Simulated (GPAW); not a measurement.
## How GaAs absorbs and reflects light

Aim: the dielectric function of GaAs, and the optical constants that follow from it.

Program: GPAW 26.7.0. Level of theory: DFT, LDA, plane-wave PAW (GPAW data sets), scalar-relativistic, RPA, optical limit. Results are calculated unless marked as measured.

## (1) Set-up

Symmetry: F-43m, No. 216, cubic system. Conventional cell: a = 5.654 Å, b = 5.654 Å, c = 5.654 Å, α = 90.00°, β = 90.00°, γ = 90.00°. As has 4 Ga at 2.45 Å nearest. Ga has 4 As at 2.45 Å nearest. Farther neighbours are not listed.

Structure file:

```cif
data_structure
_symmetry_space_group_name_H-M 'F-43m'
_symmetry_Int_Tables_number 216
_cell_length_a 5.6537
_cell_length_b 5.6537
_cell_length_c 5.6537
_cell_angle_alpha 90.000
_cell_angle_beta 90.000
_cell_angle_gamma 90.000
_cell_volume 180.72
loop_
_atom_site_label
_atom_site_type_symbol
_atom_site_symmetry_multiplicity
_atom_site_Wyckoff_symbol
_atom_site_fract_x
_atom_site_fract_y
_atom_site_fract_z
_atom_site_occupancy
As1 As 4 c 0.25000 0.25000 0.25000 1
Ga1 Ga 4 a 0.00000 0.00000 0.00000 1
```

## (2) Ground state

First the ground state: is it a metal or has it a gap?

This step: DFT, LDA, plane-wave PAW (GPAW data sets), scalar-relativistic, ground state (GPAW 26.7.0).

The input, gs.py:

```python
from ase import Atoms
from ase.dft.bandgap import bandgap
from gpaw import GPAW, PW, FermiDirac

atoms = Atoms(['As', 'Ga'],
              cell=[[0.000000000000, 2.826850000000, 2.826850000000],
                    [2.826850000000, 0.000000000000, 2.826850000000],
                    [2.826850000000, 2.826850000000, 0.000000000000]],
              scaled_positions=[[0.750000000000, 0.750000000000, 0.750000000000],
                                [0.000000000000, 0.000000000000, 0.000000000000]],
              pbc=[True, True, True])
atoms.calc = GPAW(mode=PW(500), xc='LDA', kpts={'size': (7, 7, 7), 'gamma': True},
                  occupations=FermiDirac(0.05), maxiter=150, txt='gs.txt')
print('energy (eV)', atoms.get_potential_energy())
print('Fermi level (eV)', atoms.calc.get_fermi_level())
print('valence electrons', atoms.calc.get_number_of_electrons())
print('gap (eV)', bandgap(atoms.calc, output=None)[0])
print('direct gap (eV)', bandgap(atoms.calc, direct=True, output=None)[0])
atoms.calc.write('gs.gpw')
```

Launch:

```
$ OMP_NUM_THREADS=1 python gs.py
```

Numbers of over 12 decimals in the logs are rounded to 6 here.

Output:

```text
__  _  _
 | _ |_)|_||  |
 |__||  | ||/\| - 26.7.0

Versions:
  Python: 3.12.14
  ASE:    3.29.0
  Numpy:  2.5.5
  Scipy:  1.18.1
  Libxc:  7.0.0

Input parameters:
  mode=PW(ecut=500.0),
  kpts=MonkhorstPack(size=(7, 7, 7), gamma=True),
  maxiter=150,
  occupations=Occupations(name='fermi-dirac', width=0.05, fixmagmom=False),
  xc=XC(name='LDA')

Diagonalizing LCAO Hamiltonian
Converting LCAO to pw mode

                    As

       Ga

Atoms  # Å, Bohr magnetons
|   | symbol |        x |        y |        z |    initial magnetic moments |
| 0 |     As | 4.240275 | 4.240275 | 4.240275 | ( 0.0000,  0.0000,  0.0000) |
| 1 |     Ga | 0.000000 | 0.000000 | 0.000000 | ( 0.0000,  0.0000,  0.0000) |

Unit cell  # Å
| periodic |        x |        y |        z |  lengths |    angles |
|      yes | 0.000000 | 2.826850 | 2.826850 | 3.997770 | 60.000000 |
|      yes | 2.826850 | 0.000000 | 2.826850 | 3.997770 | 60.000000 |
|      yes | 2.826850 | 2.826850 | 0.000000 | 3.997770 | 60.000000 |

Number of symmetries: 24
Symmetry operations  # r_c * U_cc + t_c -> r_c
|    | kind |            matrix            |
|  0 |  E   |  1, 0, 0,  0, 1, 0,  0, 0, 1 |
|  1 |  σ   |  1, 0, 0,  0, 0, 1,  0, 1, 0 |
|  2 |  σ   |  1, 0,-1,  0, 1,-1,  0, 0,-1 |
|  3 |  C3  |  1, 0,-1,  0, 0,-1,  0, 1,-1 |
|  4 |  C3  |  1,-1, 0,  0,-1, 1,  0,-1, 0 |
|  5 |  σ   |  1,-1, 0,  0,-1, 0,  0,-1, 1 |
|  6 |  σ   |  0, 1, 0,  1, 0, 0,  0, 0, 1 |
|  7 |  C3  |  0, 1, 0,  0, 0, 1,  1, 0, 0 |
|  8 |  C2  |  0, 1,-1,  1, 0,-1,  0, 0,-1 |
|  9 |  S4  |  0, 1,-1,  0, 0,-1,  1, 0,-1 |
| 10 |  C3  |  0, 0, 1,  1, 0, 0,  0, 1, 0 |
| 11 |  σ   |  0, 0, 1,  0, 1, 0,  1, 0, 0 |
| 12 |  S4  |  0, 0,-1,  1, 0,-1,  0, 1,-1 |
| 13 |  C3  |  0, 0,-1,  0, 1,-1,  1, 0,-1 |
| 14 |  S4  |  0,-1, 1,  1,-1, 0,  0,-1, 0 |
| 15 |  C2  |  0,-1, 1,  0,-1, 0,  1,-1, 0 |
| 16 |  C3  |  0,-1, 0,  1,-1, 0,  0,-1, 1 |
| 17 |  S4  |  0,-1, 0,  0,-1, 1,  1,-1, 0 |
| 18 |  S4  | -1, 1, 0, -1, 0, 1, -1, 0, 0 |
| 19 |  C3  | -1, 1, 0, -1, 0, 0, -1, 0, 1 |
| 20 |  C3  | -1, 0, 1, -1, 1, 0, -1, 0, 0 |
| 21 |  S4  | -1, 0, 1, -1, 0, 0, -1, 1, 0 |
| 22 |  σ   | -1, 0, 0, -1, 1, 0, -1, 0, 1 |
| 23 |  C2  | -1, 0, 0, -1, 0, 1, -1, 1, 0 |

BZ-sampling:
  Number of BZ points: 343
  Number of IBZ points: 20

  Monkhorst-Pack size: [7, 7, 7]
  Monkhorst-Pack shift: [0, 0, 0]

K-points  # in reciprocal-cell coordinates
|     |                                coordinates |     weight |
|   0 | (  0.00000000,   0.00000000,   0.00000000) | 0.00291545 |
|   1 | (  0.14285714,   0.14285714,   0.00000000) | 0.01749271 |
|   2 | (  0.14285714,   0.14285714,   0.14285714) | 0.02332362 |
|   3 | (  0.28571429,   0.14285714,   0.14285714) | 0.03498542 |
|   4 | (  0.28571429,   0.28571429,   0.00000000) | 0.01749271 |
|   5 | (  0.28571429,   0.28571429,   0.14285714) | 0.06997085 |
|   6 | (  0.28571429,   0.28571429,   0.28571429) | 0.02332362 |
|   7 | (  0.42857143,  -0.28571429,  -0.28571429) | 0.03498542 |
|   8 | (  0.42857143,   0.28571429,  -0.42857143) | 0.13994169 |
|   9 | (  0.42857143,   0.28571429,  -0.28571429) | 0.06997085 |
| ... |                                            |            |
|  19 | (  0.42857143,   0.42857143,   0.42857143) | 0.02332362 |

Plane wave coefficients: 1161
Cutoff: 500.0 eV

Spin-components: 1 (collinear spins)
Bands:           8
Projectors:      10
Spin-degeneracy: 2
Datatype:        complex128

Parallelization:
  kpt:    1
  domain: 1
  band:   1

Density:
  Valence electrons: 8.0
  Components: 1
  Grid points: [21 21 21]
  Charge: 0.0  # |e|

Potential:
  Grid points: [21 21 21]

species:
  As:
    name:    Arsenic
    id:
    Z:       33.0
    valence: 5
    core:    28
    charge:  0.0  # [|e|]
    compensation charges:
      type: gauss
      rc: 0.33  # [Å]
      lmax: 2
    cutoffs:
      filter: 1.87  # [Å]
      core: 2.96  # [Å]
    projectors
    | kind |    occ | energy [eV] | rcut [Å] |
    |   4s |  2.000 |     -14.691 |    1.058 |
    |   4p |  3.000 |      -5.342 |    1.058 |
    |    s |        |      12.520 |    1.058 |
    |    p |        |      21.869 |    1.058 |
    |    d |        |       0.000 |    1.058 |

    Using partial waves for As as LCAO basis

  Ga:
    name:    Gallium
    id:
    Z:       31.0
    valence: 3
    core:    28
    charge:  0.0  # [|e|]
    compensation charges:
      type: gauss
      rc: 0.37  # [Å]
      lmax: 2
    cutoffs:
      filter: 2.06  # [Å]
      core: 4.17  # [Å]
    projectors
    | kind |    occ | energy [eV] | rcut [Å] |
    |   4s |  2.000 |      -9.167 |    1.164 |
    |   4p |  1.000 |      -2.734 |    1.164 |
    |    s |        |      18.045 |    1.164 |
    |    p |        |      24.478 |    1.164 |
    |    d |        |       0.000 |    1.164 |

    Using partial waves for Ga as LCAO basis

Reference energy: -114227.963927  # eV

eigensolver:
  PPCG
  Converge bands: occupied
  niter=2

density mixing:
  MSR1-Mixer
  Pratt-step length: 0.05
  Maximum mixing coefficient: 0.75
  Old densities: 10
  SVD Regularization: 0.005
  Good broyden scale: 1.0
  Trust region scale: 1.0
  Backstep threshold: 4.0
  History deletion threshold: 6.0
  Fourier metric: weight=20.0, sigma=0.015

occupation numbers:
  Fermi-Dirac:
    width: 0.0500  # eV

poisson solver:
  ecut: 4000.0  # eV

xc functional:
  name: None

convergence criteria:
- Maximum [total energy] change in last 3 cyles: 0.0005 eV / valence electron
- Maximum integral of absolute [dens]ity change: 0.0001 electrons / valence electron
- Maximum integral of absolute [eigenst]ate change: 4e-08 eV^2 / valence electron
maximum number of iterations: 150

SCF iterations
|iter     |      energy | eigst |  dens |
|iter:   1||   -9.741773 | -0.64 |       |
|iter:   2||   -9.719796 | -2.93 | -0.90 |
|iter:   3||   -9.605071 | -2.12 | -0.93 |
|iter:   4||   -9.603069 | -3.69 | -1.55 |
|iter:   5||   -9.602906c| -4.75 | -2.09 |
|iter:   6||   -9.602902c| -5.87 | -2.84 |
|iter:   7||   -9.602902c| -7.46c| -3.58 |
|iter:   8||   -9.602903c| -7.87c| -4.07c|

Converged in 8 steps
SCF loop duration: 2.593 s (0.324 s/step)
Energy contributions relative to reference atoms: (reference = -114227.963927)

Energy contributions:
  Kinetic:          26.351720
  Coulomb:         -23.520604
  Zero:              0.020915
  External:          0.000000
  Xc:              -12.454870
  Entropy:          -0.000125
  Spinorbit:         0.000000
  ----------------------------
  Free energy:      -9.602965
  Extrapolated:     -9.602903

dipole moment: (-11.038551, -11.038551, -11.038551)  # |e|*Ang

Fermi level: 4.823
Eigenvalues  # (at kpt = [0.000, 0.000, 0.000])
| band index |      eig [eV] | occ [0-2] |
|          0 |        -8.140 |     2.000 |
|          1 |         4.613 |     1.970 |
|          2 |         4.613 |     1.970 |
|          3 |         4.613 |     1.970 |
|          4 |         4.975 |     0.091 |
|          5 |         8.336 |     0.000 |
|          6 |         8.336 |     0.000 |
|          7 |         8.336 |     0.000 |

Gap: 0.361 eV
Transition (v -> c):
  (s=0, k=0, n=3, [0.00, 0.00, 0.00]) -> (s=0, k=0, n=4, [0.00, 0.00, 0.00])
No difference between direct/indirect transitions

--- standard output ---
energy (eV) -9.602903
Fermi level (eV) 4.822541
valence electrons 8.0
gap (eV) 0.361257
direct gap (eV) 0.361257
```

The job ended after 3.6 s (1 thread of Arm Neoverse V2, shared host; peak memory 0.13 GiB).

This step gave:

| Property | Result |
| --- | --- |
| energy | -9.603 eV |
| Fermi energy | 4.823 eV |
| gap on the k-mesh | 0.3613 eV |
| direct gap on the mesh | 0.3613 eV |
| electrons | 8 |

There is a gap, 0.36 eV on this mesh (points off the mesh can give less), so no carriers' term is needed.

## (3) Bands for the response

The response needs many more empty bands than the density does.

This step: DFT, LDA, plane-wave PAW (GPAW data sets), scalar-relativistic, bands at fixed density (GPAW 26.7.0).

The input, nscf.py:

```python
from ase.dft.bandgap import bandgap
from gpaw import GPAW, FermiDirac

calc = GPAW('gs.gpw').fixed_density(kpts={'size': (16, 16, 16), 'gamma': True}, nbands=34, convergence={'bands': 28},
                                    occupations=FermiDirac(0.001), txt='nscf.txt')
print('gap (eV)', bandgap(calc, output=None)[0])
print('direct gap (eV)', bandgap(calc, direct=True, output=None)[0])
print('top band over the Fermi level (eV)', min(calc.get_eigenvalues(kpt=k)[27] for k in range(len(calc.get_ibz_k_points()))) - calc.get_fermi_level())
calc.write('full.gpw', mode='all')
```

Launch:

```
$ OMP_NUM_THREADS=1 python nscf.py
```

Output:

```text
Diagonalizing LCAO Hamiltonian
Converting LCAO to pw mode
convergence criteria:
- Maximum integral of absolute [eigenst]ate change: 4e-08 eV^2 / valence electron
maximum number of iterations: 150

SCF iterations
|iter     |      energy | eigst |  dens |
|iter:   1||             | +3.56 |       |
|iter:   2||             | +1.82 |       |
|iter:   3||             | -0.23 |       |
|iter:   4||             | -1.67 |       |
|iter:   5||             | -3.33 |       |
|iter:   6||             | -4.59 |       |
|iter:   7||             | -6.04 |       |
|iter:   8||             | -7.06 |       |
|iter:   9||             | -7.62c|       |
SCF steps: 9
  __  _  _
 | _ |_)|_||  |
 |__||  | ||/\| - 26.7.0

Versions:
  Python: 3.12.14
  ASE:    3.29.0
  Numpy:  2.5.5
  Scipy:  1.18.1
  Libxc:  7.0.0

Input parameters:
  mode=PW(ecut=500.0),
  convergence={'bands': 28},
  gpts=array([21, 21, 21]),
  kpts=MonkhorstPack(size=(16, 16, 16), gamma=True),
  maxiter=150,
  nbands=34,
  occupations=Occupations(name='fermi-dirac', width=0.001, fixmagmom=False),
  parallel={},
  xc=XC(name='LDA')

--- standard output ---
gap (eV) 0.361257
direct gap (eV) 0.361257
top band over the Fermi level (eV) 27.947045
```

The job ended after 89 s (1 thread; peak memory 0.26 GiB).

## (4) Dielectric function, RPA

Transitions between filled and empty bands, summed over the zone, give the optical response, so mesh, band count and broadening shape it.

The induced potential is part of this response.

This step: DFT, LDA, plane-wave PAW (GPAW data sets), scalar-relativistic, RPA, optical limit (GPAW 26.7.0).

The input, df.py:

```python
from gpaw.response.df import DielectricFunction

df = DielectricFunction('full.gpw', frequencies={'type': 'nonlinear', 'domega0': 0.03, 'omega2': 8},
                        ecut=50,
                        eta=0.1,
                        nbands=28,
                        txt='df.txt')
for direction in ['x']:
    df.get_dielectric_function(xc='RPA', direction=direction, filename=f'df_{direction}.csv')
```

Launch:

```
$ OMP_NUM_THREADS=1 python df.py
```

Output:

```text
Using integrator: PointIntegrator
NonLinearFrequencyDescriptor(from 0.000 to 46.201 eV, 455 points)
Nonperiodic BCs:  [False False False]
Using integrator: PointIntegrator
NonLinearFrequencyDescriptor(from 0.000 to 46.201 eV, 455 points)
Nonperiodic BCs:  [False False False]

Calculating chi0 body with:
    Ground state adapter containing:
    Number of spins: 1
    Number of kpoints: 4096
    Number of irreducible kpoints: 145
    Number of completely occupied states: 4
    Number of partially occupied states: 4

    Linear response parametrization:
    q_c: [0.0, 0.0, 0.0]
    Number of frequency points: 455
    Planewave cutoff: 50.0
    Number of bands: 28
    Number of planewaves: 27
    Broadening (eta): 0.1

Integrating chi0 body.

Symmetries of q_c:
    Direct symmetries (Uq -> q): 24
    Indirect symmetries (TUq -> q): 24
In total 48 allowed symmetries.

145 groups of equivalent kpoints. 96.4599609375% reduction.

Integral kind: spectral function

Calculating chi0 optical extensions with:
    Ground state adapter containing:
    Number of spins: 1
    Number of kpoints: 4096
    Number of irreducible kpoints: 145
    Number of completely occupied states: 4
    Number of partially occupied states: 4

    Linear response parametrization:
    Number of frequency points: 455
    Planewave cutoff: 50.0
    Number of bands: 28
    Number of planewaves: 27
    Broadening (eta): 0.1
Integrating chi0 head and wings.

Symmetries of q_c:
    Direct symmetries (Uq -> q): 24
    Indirect symmetries (TUq -> q): 24
In total 48 allowed symmetries.

145 groups of equivalent kpoints. 96.4599609375% reduction.

Integral kind: spectral function wings
```

It took 9.3 s on 1 thread; peak memory 0.22 GiB.

Numbers from this step:

| Quantity | Value |
| --- | --- |
| electronic dielectric constant ε∞, mean over x, y and z (by symmetry where fewer were run) | 18.46 |
| centre of weight of the strongest loss peak in the window | 16.33 eV |

The Im ε, E ∥ x has structure finer than the step of the table below, so its rows give means over 1 eV, whole bins alone (the curve runs from 0 to 27.8 eV). Peaks (eV: height): 0.4: 9.57, 2.0: 14.6, 4.1: 25.0, 4.6: 20.7, 5.7: 10.6.

Sum at mesh points, not converged in k; values under the direct gap are tails of Lorentzian lines. The Im ε, E ∥ x by photon energy; means over each step:

| photon energy (eV) | Im ε, E ∥ x |
| --- | --- |
| 1 | 2.26 |
| 2 | 9.09 |
| 3 | 11.2 |
| 4 | 17.8 |
| 5 | 10.8 |
| 6 | 7.30 |
| 7 | 3.90 |
| 8 | 2.18 |
| 9 | 1.91 |
| 10 | 1.37 |
| 11 | 0.983 |
| 12 | 0.659 |
| 13 | 0.489 |
| 14 | 0.414 |
| 15 | 0.347 |
| 16 | 0.316 |
| 17 | 0.266 |
| 18 | 0.242 |
| 19 | 0.191 |
| 20 | 0.153 |
| 21 | 0.136 |
| 22 | 0.130 |
| 23 | 0.120 |
| 24 | 0.113 |
| 25 | 0.121 |
| 26 | 0.108 |
| 27 | 0.100 |

The reflectivity at normal incidence, E ∥ x has structure finer than the step of the table below, so its rows give means over 1 eV, whole bins alone (the curve runs from 0 to 27.8 eV). Peaks (eV: height): 0.3: 41.4, 2.0: 45.1, 4.7: 62.4, 5.9: 58.9, 7.6: 62.4, 10.7: 53.1, 11.6: 55.2.

Sum at mesh points, not converged in k. Reflectivity at normal incidence, E ∥ x against photon energy; means over each step:

```csv
photon energy (eV),"reflectivity at normal incidence, E ∥ x (%)"
1,33.8
2,40.5
3,38.5
4,48.6
5,54.7
6,54.8
7,54.6
8,53.9
9,49.1
10,47.9
11,48.6
12,50.7
13,45.1
14,37.4
15,30.6
16,21.8
17,16.0
18,12.7
19,9.18
20,6.19
21,4.59
22,3.32
23,2.69
24,2.05
25,1.77
26,1.59
27,1.33
```

Sum at mesh points, not converged in k; values under the direct gap are tails of Lorentzian lines. The loss function −Im 1/ε at q → 0, E ∥ x by energy loss; read off at these points:

| energy loss (eV) | loss function −Im 1/ε at q → 0, E ∥ x |
| --- | --- |
| 0.00 | 0 |
| 0.50 | 0.0299 |
| 1.00 | 0.00867 |
| 1.50 | 0.0125 |
| 2.00 | 0.0258 |
| 2.50 | 0.0400 |
| 3.00 | 0.0548 |
| 3.50 | 0.0416 |
| 4.00 | 0.0371 |
| 4.50 | 0.0493 |
| 5.00 | 0.0776 |
| 5.50 | 0.111 |
| 6.00 | 0.0939 |
| 6.50 | 0.114 |
| 7.00 | 0.152 |
| 7.50 | 0.134 |
| 8.00 | 0.221 |
| 8.50 | 0.265 |
| 9.00 | 0.264 |
| 9.50 | 0.299 |
| 10.00 | 0.350 |
| 10.50 | 0.344 |
| 11.00 | 0.488 |
| 11.50 | 0.435 |
| 12.00 | 0.616 |
| 12.50 | 0.760 |
| 13.00 | 1.05 |
| 13.50 | 1.31 |
| 14.00 | 1.77 |
| 14.50 | 2.12 |
| 15.00 | 2.77 |
| 15.50 | 3.08 |
| 16.00 | 3.02 |
| 16.50 | 3.30 |
| 17.00 | 2.95 |
| 17.50 | 2.43 |
| 17.94 | 2.70 |
| 18.00 | 2.62 |
| 18.50 | 2.01 |
| 19.00 | 1.62 |
| 19.50 | 1.29 |
| 20.00 | 0.954 |
| 20.50 | 0.870 |
| 21.00 | 0.685 |
| 21.50 | 0.559 |
| 22.00 | 0.503 |
| 22.50 | 0.467 |
| 23.00 | 0.404 |
| 23.50 | 0.362 |
| 24.00 | 0.318 |
| 24.50 | 0.332 |
| 25.00 | 0.318 |
| 25.50 | 0.323 |
| 26.00 | 0.272 |
| 26.50 | 0.261 |
| 27.00 | 0.235 |
| 27.50 | 0.241 |

The Im ε, E ∥ x has structure finer than the step of the table below, so its rows give means over 1 eV, whole bins alone (the curve runs from 0 to 27.8 eV). Peaks (eV: height): without local fields 0.4: 9.54, 2.0: 15.3, 4.1: 29.7, 5.7: 12.3; with local fields 0.4: 9.57, 2.0: 14.6, 4.1: 25.0, 4.6: 20.7, 5.7: 10.6.

Sum at mesh points, not converged in k; values under the direct gap are tails of Lorentzian lines. Im ε, E ∥ x against photon energy; means over each step:

```csv
photon energy (eV),without local fields,with local fields
1,2.29,2.26
2,9.53,9.09
3,12.0,11.2
4,21.3,17.8
5,11.7,10.8
6,7.98,7.30
7,4.06,3.90
8,2.37,2.18
9,1.91,1.91
10,1.30,1.37
11,0.880,0.983
12,0.583,0.659
13,0.478,0.489
14,0.389,0.414
15,0.307,0.347
16,0.262,0.316
17,0.195,0.266
18,0.151,0.242
19,0.122,0.191
20,0.110,0.153
21,0.0936,0.136
22,0.0860,0.130
23,0.0738,0.120
24,0.0693,0.113
25,0.0535,0.121
26,0.0421,0.108
27,0.0420,0.100
```

At chosen wavelengths:

| wavelength (nm) | n | k | R (%) | 1/α |
| --- | --- | --- | --- | --- |
| 1550 | 3.70 | 0.140 | 33.0 | 884 nm |
| 1064 | 3.74 | 0.543 | 34.3 | 156 nm |
| 800 | 4.11 | 0.524 | 37.7 | 121 nm |
| 633 | 4.68 | 1.216 | 44.6 | 41 nm |
| 450 | 3.47 | 1.687 | 39.2 | 21 nm |
| 308 | 4.13 | 2.816 | 51.8 | 8.7 nm |
| 193 | 1.04 | 2.352 | 57.1 | 6.5 nm |

Below the direct gap, k and the depth come from the tails of the Lorentzian lines, not from transitions.

Rows near the edge hang on the gap, which this functional as a rule makes too small, and phonon-assisted absorption is left out.

## (5) What came out

```
electronic dielectric constant ε∞, mean over x, y and z (by symmetry where fewer were run) (RPA) : 18.5
centre of weight of the strongest loss peak in the window, first axis                            : 16.3 eV
```

What this shows: At this level (LDA, RPA) GaAs has ε∞ = 18.5 and n = 3.70 at 1550 nm. On the mesh the gap is 0.36 eV and the least direct gap 0.36 eV. Local fields change the static value along x from 19.50 to 18.46 (-5 %). Excitons and phonon-assisted transitions are missing; LDA gaps are as a rule too small, which pulls the onset down and ε∞ up. The curves end at 28 eV, about where the summed bands run out. The sum runs over mesh points 0.12 Å⁻¹ apart with no interpolation, so peaks are partly noise of the mesh; over so small a direct gap single mesh points weigh heavily, so ε∞, n and their changes from run to run can be far off.

[Machine, clock and banner lines and Python warnings are left out of the logs.]

[Logs are printed without paths, hosts, clocks, repeated set-up lines and the standing remarks that a program may print on its own settings, such as how far it seeks lower states.]

[Hosts, paths, dates, database ids (printed as entryN), source tags and the programs' standing remarks are cut or masked in the printed files.]
